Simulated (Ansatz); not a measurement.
# F_C in SiC (P6_3mc): charge-transition levels and formation energies

Aim: at which Fermi levels does F_C in SiC (P6_3mc) change its charge? The model is a cell of 108 host atoms with 1 C taken out and 1 F put in.

Main program and level: Ansatz 0.2.0; place-levels on r2SCAN runs: charge-transition levels and formation energies with image-charge correction and potential alignment at the atomic sites; PAW set soft_1.

The experiments to compare with:

For SiC, 6H (bulk crystal, literature), “Charge spill-out and work function of few-layer graphene on SiC(0001)” (2018, arxiv:1806.04908) quotes earlier work: band gap (indirect gap, experimental literature value) 3.03 eV [Literature value cited in passing in the theory part; temperature and measurement method …].

### 1. The structure

The cell holds 108 atoms: 54 Si, 53 C and 1 F. Its edges and angles: a = 9.236 Å, b = 9.236 Å, c = 15.108 Å, α = 90.0°, β = 90.0°, γ = 120.0°. It derives from SiC (space group P6_3mc). Nearest the centre at fractional (0.556, 0.444, 0.542): F59 at 0.00 Å, Si89 at 1.89 Å, Si53 at 1.89 Å, Si101 at 1.89 Å, Si51 at 1.89 Å, C23 at 3.08 Å, C47 at 3.08 Å, C11 at 3.08 Å.

The host's dielectric constants go in as inputs: (7.09, 7.09, 7.35) for the electrons alone, (10.43, 10.43, 10.95) with the ions, computed on the host (DFPT, PBEsol, on the r2SCAN cell), and a cell off the functional's own equilibrium shifts the ionic part.

The cell's shortest repeat is 9.2 Å.

### 2. What was run first

Levels follow from differences of total energies between charge states, each relaxed by itself.

Each atom starts 0.05 Å or so off its site in a random direction: a symmetric start keeps its symmetry, and would miss off-centre moves and Jahn–Teller distortions. Forces are taken at one point at (¼, ¼, ¼). The cell holds 1 electron more than the neutral one, with a uniform background that keeps it neutral on the whole.

The sampling was tested on the host first: at the k-points planned (1x1x1 shifted 0.25 0.25 0.25) its energy lies -0.041 eV an atom from the dense-mesh value, a large miss, so this sampling is coarse for the host.

One state's input; the others differ in charge, spin, start and seed, and in occupations where the table says so.

File qm1.relax/input.yaml:

```yaml
crystal:
  lattice:
    - [9.23599493, 0.0, 0.0]
    - [-4.61799746, 7.99860624, 0.0]
    - [0.0, 0.0, 15.1078644]
  atoms:
    - { symbol: Si, position: [0.11111111, 0.22222222, 0.8329854] }
    - { symbol: Si, position: [0.22222222, 0.11111111, 0.3329854] }
[... 8 atom lines left out ...]
    - { symbol: C, position: [0.22222222, 0.11111111, 0.54152848] }
[... 11 atom lines left out ...]
    - { symbol: C, position: [0.22222222, 0.44444444, 0.54152848] }
[... 5 atom lines left out ...]
    - { symbol: Si, position: [0.0, 0.66666667, 0.49972248] }
[... 11 atom lines left out ...]
    - { symbol: Si, position: [0.33333333, 0.0, 0.49972248] }
[... 3 atom lines left out ...]
    - { symbol: C, position: [0.44444444, 0.22222222, 0.70799668] }
[... 1 atom line left out ...]
    - { symbol: C, position: [0.55555556, 0.11111111, 0.54152848] }
[... 2 atom lines left out ...]
    - { symbol: Si, position: [0.55555556, 0.44444444, 0.3329854] }
    - { symbol: Si, position: [0.55555556, 0.44444444, 0.66650102] }
[... 1 atom line left out ...]
    - { symbol: Si, position: [0.33333333, 0.33333333, 0.49972248] }
[... 2 atom lines left out ...]
    - { symbol: C, position: [0.33333333, 0.33333333, 0.37436694] }
    - { symbol: C, position: [0.44444444, 0.55555556, 0.70799668] }
[... 1 atom line left out ...]
    - { symbol: F, position: [0.55555556, 0.44444444, 0.54152848] }
[... 11 atom lines left out ...]
    - { symbol: C, position: [0.55555556, 0.77777778, 0.54152848] }
[... 17 atom lines left out ...]
    - { symbol: Si, position: [0.66666667, 0.33333333, 0.49972248] }
[... 2 atom lines left out ...]
    - { symbol: C, position: [0.66666667, 0.33333333, 0.37436694] }
    - { symbol: C, position: [0.77777778, 0.55555556, 0.70799668] }
[... 1 atom line left out ...]
    - { symbol: C, position: [0.88888889, 0.44444444, 0.54152848] }
[... 5 atom lines left out ...]
    - { symbol: Si, position: [0.66666667, 0.66666667, 0.49972248] }
[... 2 atom lines left out ...]
    - { symbol: C, position: [0.66666667, 0.66666667, 0.37436694] }
[... 2 atom lines left out ...]
    - { symbol: C, position: [0.88888889, 0.77777778, 0.54152848] }
    - { symbol: C, position: [0.77777778, 0.88888889, 0.04152848] }
  host:
    repeats: [3, 3, 1]
    atoms:
      - { symbol: Si, position: [0.33333333, 0.66666667, 0.8329854] }
      - { symbol: Si, position: [0.66666667, 0.33333333, 0.3329854] }
      # ... 10 more atoms of the perfect host
total_charge: -1
basis:
  ecutwfc: 500
  xc_grid: 2
hamiltonian:
  xc: r2scan
  pseudopotentials: { kind: paw, azcp: { folder: soft_1 } }
kpoints:
  mp_grid: { grid: [1, 1, 1], shift: [0.25, 0.25, 0.25] }
scf:
  occupations: { method: fixed }
  max_iter: 100
output:
  forces: true
  charged_corrections:
    epsilon: [7.09, 7.09, 7.35]
    static_epsilon: [10.43, 10.43, 10.95]
    defect_position: [0.555556, 0.444444, 0.541528]
relax:
  f_tol: 0.02
  max_steps: 80
  random_displacement: { amplitude: 0.05, seed: 4375 }
checkpoint:
  write: "../qm1.relax.run"
  compress: false
  write_wavefunctions: true
  write_every: 100000
```

Launch:

```console
$ ansatz run input.yaml --threads 4 --pin off --max-ram 15073MiB --backend cpu --events-out ev --progress --plain --runs-dir out
```

Defect states can disperse in a cell of this size, so the energy is taken again at a 2×2×2 shifted mesh, on the relaxed structure.

The run of this state that the levels use, under r2SCAN:

File qm1.point/input.yaml:

```yaml
crystal:
  checkpoint: "../qm1.relax.run"
  host: checkpoint
total_charge: -1
basis:
  ecutwfc: 500
  xc_grid: 2
hamiltonian:
  xc: r2scan
  pseudopotentials: { kind: paw, azcp: { folder: soft_1 } }
kpoints:
  mp_grid: { grid: [2, 2, 2], shift: [0.5, 0.5, 0.5] }
scf:
  occupations: { method: fermi_dirac, width: 0.01 }
  max_iter: 100
output:
  forces: true
  eigenvalues: true
  charged_corrections:
    epsilon: [7.09, 7.09, 7.35]
    static_epsilon: [10.43, 10.43, 10.95]
    defect_position: [0.555556, 0.444444, 0.541528]
  eigenstates: { localisation: true }
  populations: true
  band_densities: [{ bands: [v1, v1] }, { bands: [c1, c1] }]
  write_density: true
  write_potential: true
  volumetric_format: npy
checkpoint:
  read: "../qm1.relax.run"
  write: "../qm1.point.run"
  compress: false
  write_wavefunctions: false
  write_every: 100000
```

Relaxations under r2SCAN at one point at (¼, ¼, ¼); times on 4 threads of Arm Neoverse V1, shared host:

```
charge  moment (μB)  occupations    outcome  steps  largest displacement against the far atoms (Å)     time
    −1            0        fixed  converged     28                                            0.81   14 min
     0            1        fixed  converged     29                                            0.86   38 min
    +1            0        fixed  converged     13                                            0.84  7.2 min
    +2            1        fixed  converged     11                                            0.47   16 min
    −1            2        fixed  converged     15                                            0.90   22 min
```

Single points under r2SCAN at a 2×2×2 shifted mesh; times on 4 threads of Arm Neoverse V1, shared host:

```
charge  moment (μB)  occupations    outcome     time
    −1            0  fermi-dirac  converged  4.3 min
     0            1  fermi-dirac  converged  9.5 min
    +1            0  fermi-dirac  converged  4.1 min
    +2            1  fermi-dirac  converged  9.8 min
    −1            2  fermi-dirac  converged   11 min
```

Distances (Å) from F59 to the nearest atoms after relaxation with r2SCAN:

```
charge  moment (μB)       1.       2.       3.       4.       5.      6.
    −1            0  Si 1.64  Si 2.35  Si 2.46  Si 2.47   C 2.56  C 2.57
    −1            2  Si 1.65  Si 2.01  Si 2.49   C 2.50  Si 2.52  C 2.53
     0            1  Si 1.67  Si 2.09  Si 2.49  Si 2.53   C 2.55  C 2.58
    +1            0  Si 1.79  Si 1.79  Si 2.52  Si 2.55   C 2.59  C 2.59
    +2            1  Si 1.81  Si 1.97  Si 2.46  Si 2.48   C 2.74  C 2.77
```

### 3. Placing the levels, r2SCAN

A charged cell interacts with its images and the background, and its potential has another zero than the host's. place-levels removes the first by a point-charge model, screened by the static dielectric constant since the ions have relaxed around the charge, and the second by comparing potentials at atoms far from the defect.

The host is a run of the defect-free crystal in the same cutoffs, grids and k-points, so that basis and sampling errors cancel in part in the differences. The host is run in a cell of 12 atoms on a matching mesh. Its band edges are searched through the zone by a band path, so the gap is smaller than, or equal to, that on the mesh. Chemical potentials are energies per atom of C (diamond) and F (F2 molecule), run with the same functional and cutoff. Carbon is taken as diamond, which semilocal functionals can put about 0.1 eV an atom over graphite.

File levels.point.yaml:

```yaml
host:
  run: host.point.run
states: [qm1.point.run, q0_M1.point.run, qp1.point.run, qp2_M1.point.run, qm1_M2.point.run]
geometry_from:
  qm1.point.run: qm1.relax.run
  q0_M1.point.run: q0_M1.relax.run
  qp1.point.run: qp1.relax.run
  qp2_M1.point.run: qp2_M1.relax.run
  qm1_M2.point.run: qm1_M2.relax.run
  host.point.run: host.relax.run
chemical_potentials:
  C:
    energy: -251.553391
    dataset: "<sha256 of the dataset>"
  F:
    energy: -806.862156
    dataset: "<sha256 of the dataset>"
epsilon: [7.09, 7.09, 7.35]
static_epsilon: [10.43, 10.43, 10.95]
vertical:
  - { from: qm1.point.run, to: qm1.point_neutral.run }
  - { from: qp1.point.run, to: qp1.point_neutral.run }
  - { from: qp2_M1.point.run, to: qp2_M1.point_neutral.run }
  - { from: qm1_M2.point.run, to: qm1_M2.point_neutral.run }
```

Launch:

```console
$ ansatz place-levels levels.point.yaml -- --threads 4 --pin off --max-ram 15073MiB
```

Numbers of over 12 decimals in the logs are rounded to 6 here.

Output:

```text
[... repeated set-up lines and file paths are left out, and long positions are rounded to six places ...]
(+2/+1) 0.831 eV above the valence edge, 1.538 eV under the conduction edge
(+1/0) 2.327 eV above the valence edge, 0.041 eV under the conduction edge
(0/-1) 2.594 eV above the valence edge (+2.595 eV without the band-filling correction), in the conduction band
formation energy of charge +2: -0.638 eV with the Fermi level at the valence edge
formation energy of charge +1: +0.193 eV with the Fermi level at the valence edge
formation energy of charge 0: +2.520 eV with the Fermi level at the valence edge
formation energy of charge -1: +5.114 eV with the Fermi level at the valence edge
vertical -1 to 0: no energy, since no alignment is typed
  the change from vertical[0].from (qm1.point.run) to vertical[0].to (qm1.point_neutral.run): by its spins about the atoms it stands at 0.164 0.278 0.498, with an rms radius of about 3.1 Å (1.9 1.8 1.7 Å across the planes of the cell's vectors); [...]
vertical +1 to 0: no energy, since no alignment is typed
  the change from vertical[1].from (qp1.point.run) to vertical[1].to (qp1.point_neutral.run): by its potential at epsilon [7.09, 7.09, 7.35] it stands at 0.582 0.421 0.475, with an rms radius of about 5.9 Å (3.2 3.2 3.8 Å across the planes of the cell's [...]
vertical +2 to 0: no energy, since no alignment is typed
  the change from vertical[2].from (qp2_M1.point.run) to vertical[2].to (qp2_M1.point_neutral.run): by its potential at epsilon [7.09, 7.09, 7.35] it stands at 0.547 0.369 0.514, with an rms radius of about 4.1 Å (2.2 1.9 2.8 Å across the planes of the cell's [...]
vertical -1 to 0: no energy, since no alignment is typed
  the change from vertical[3].from (qm1_M2.point.run) to vertical[3].to (qm1_M2.point_neutral.run): by its potential at epsilon [7.09, 7.09, 7.35] it stands at 0.647 0.390 0.259, with an rms radius of about 7.1 Å (3.3 3.7 5.0 Å across the planes of the cell's [...]
  edges by r2scan, gap 2.368 eV; the host is sampled to repeats of 18.47 Å
  the defect's cells are sampled to repeats of 18.47 Å, like sampling
  charge +2: -48706.7482 eV with its correction of +0.606 eV, at epsilon [10.43, 10.43, 10.95], aligned at sites: -0.0301 eV, mean over 69 atomic sites at or beyond 4.62 Å from the host's site at [0.5553, 0.4447, 0.5416] by the defect at [0.5556, 0.4444, [...]
  charge +1: -48696.4831 eV with its correction of +0.155 eV, at epsilon [10.43, 10.43, 10.95], aligned at sites: -0.0119 eV, mean over 69 atomic sites at or beyond 4.62 Å from the host's site at [0.5553, 0.4447, 0.5416] by the defect at [0.5556, 0.4444, [...]
  charge 0: +0.000 eV for its dipole among its images, +0.041 omitted
  charge -1: -48672.6924 eV with its correction of +0.116 eV, at epsilon [10.43, 10.43, 10.95], aligned at sites: +0.0501 eV, mean over 69 atomic sites at or beyond 4.62 Å from the host's site at [0.5553, 0.4447, 0.5416] by the defect at [0.5556, 0.4444, [...]
  charge -1: states[4] (qm1_M2.point.run) stands 0.255 eV higher, with a moment of 2.00 μB against 0.00
  states[4] (qm1_M2.point.run): levels filled in part (TS 0.004 eV): its energy is of no whole electron's
  of states[3] (qp2_M1.point.run): it parts from the run at its places by a charge that spreads by about 2.2 Å along one vector (1.4 Å or more is wide), by its potential at epsilon [7.09, 7.09, 7.35], taken for that of held ions (one typed too small widens [...]
  of states[2] (qp1.point.run): it parts from the run at its places by a charge that spreads by about 3.2 Å along one vector (1.4 Å or more is wide), by its potential at epsilon [7.09, 7.09, 7.35], taken for that of held ions (one typed too small widens it), [...]
  of states[1] (q0_M1.point.run): its sublattices stand up to 0.0402 Å off the host's, which by the two runs' forces adds about -0.02 eV to its energy against the host's, and moves the band edges: relax the crystal first, and build the cells on it; [...]
  of states[0] (qm1.point.run): it parts from the run at its places by a charge that spreads by about 1.9 Å along one vector (1.4 Å or more is wide), by the spins about the atoms, where the cell does not tell a trapped carrier from a band state. [...]
  of states[4] (qm1_M2.point.run): it parts from the run at its places by a charge that spreads by about 3.7 Å along one vector (1.4 Å or more is wide), by its potential at epsilon [7.09, 7.09, 7.35], taken for that of held ions (one typed too small widens [...]
  of vertical[0].from (qm1.point.run): it parts from the run at its places by a charge that spreads by about 1.9 Å along one vector (1.4 Å or more is wide), by the spins about the atoms, where the cell does not tell a trapped carrier from a band state. [...]
  of vertical[0].to (qm1.point_neutral.run): stability_check_not_made
  of vertical[1].from (qp1.point.run): its sublattices stand up to 0.0355 Å off the host's, which by the two runs' forces adds about +0.02 eV to its energy against the host's, and moves the band edges: relax the crystal first, and build the cells on it; [...]
  vertical[1].to (qp1.point_neutral.run): levels filled in part (TS 0.005 eV): its energy is of no whole electron's
  of vertical[1].to (qp1.point_neutral.run): its moments are held at its close (magnetization.spin_locking), by a field of 0.167 eV a Bohr magneton, and its energy and levels are of the state that this holds: a run that lets them go can end lower; [...]
  of vertical[2].from (qp2_M1.point.run): stability_check_not_made; [...]
  vertical[2].to (qp2_M1.point_neutral.run): levels filled in part (TS 0.005 eV): its energy is of no whole electron's
  of vertical[2].to (qp2_M1.point_neutral.run): its moments are held at its close (magnetization.spin_locking), by a field of 0.013 eV a Bohr magneton, and its energy and levels are of the state that this holds: a run that lets them go can end lower; [...]
  vertical[3].from (qm1_M2.point.run): levels filled in part (TS 0.004 eV): its energy is of no whole electron's
  of vertical[3].from (qm1_M2.point.run): its moments are held at its close (magnetization.spin_locking), by a field of 0.076 eV a Bohr magneton, and its energy and levels are of the state that this holds: a run that lets them go can end lower; [...]
  of vertical[3].to (qm1_M2.point_neutral.run): stability_check_not_made
```

It took 0.86 s on 4 threads of Arm Neoverse V1, shared host.

(Part 1 of 2 ends here.)

[Logs are printed without paths, hosts, clocks, repeated set-up lines and the standing remarks that a program may print on its own settings, such as how far it seeks lower states.]

[Hosts, paths, dates, database ids (printed as entryN), source tags and the programs' standing remarks are cut or masked in the printed files.]

[Where a table of states has a column of steps, it counts the stored structures, which are thinned; the runs took as many ionic steps or more.]

[A defect's name tells the site on which it was built; relaxed atoms can leave that site.]

[For some hosts the program warned that the k-mesh of the response run may be too coarse for force constants and the static dielectric constant; such warnings are not shown here.]
